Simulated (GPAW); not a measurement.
# Polarising a 7-layer slab of Ir(111) with a field along the normal

The dipole of the cell at several fields, atoms fixed. What does the strongest field give, and what length does the slope stand for?

Set-up. GPAW 26.7.0, plane waves (400 eV), PAW setups, PBE, 13×13 mesh, a dipole layer in the vacuum; geometry relaxed without an applied field with GPAW. The cell's area is 6.39 Å², and e/ε0 = 180.95 V Å.

The runs, one held back:

```tsv
field (V/Å)	dipole (e Å)
−0.2	−0.1175
−0.1	−0.0586
−0.05	−0.0292
0.05	0.0296
0.1	0.0590
0.2	0.1178
0.3	?
```

**Question.** What is the dipole at 0.3 V/Å?

A: A line through the 6 points has the slope α = 0.588 e Å per V/Å and the intercept p₀ = 0.0002 e Å (r.m.s. residual 2.7e−05). At 0.3 V/Å it gives p = 0.0002 + 0.588 × 0.3 = 0.1766 e Å; the run gives 0.1767 e Å, so the response stays linear to 0.0 % of the induced part. Dividing by ε0 and the area: α/(ε0 A) = 0.588 × 180.95 / 6.39 = 16.67 Å, against 13.36 Å between the outer nuclei. A metal screens fully, so the excess of 3.31 Å puts the image planes about 1.66 Å outside the outer atoms on average.

Caveats: This is the electronic response alone; ions that move would add to it in polar layers. No run was spin-polarised, so magnetic states weren't tested. Spin-orbit coupling is left out, which matters for the heavier atoms here.

[Logs are printed without paths, hosts, clocks, repeated set-up lines and the standing remarks that a program may print on its own settings, such as how far it seeks lower states.]
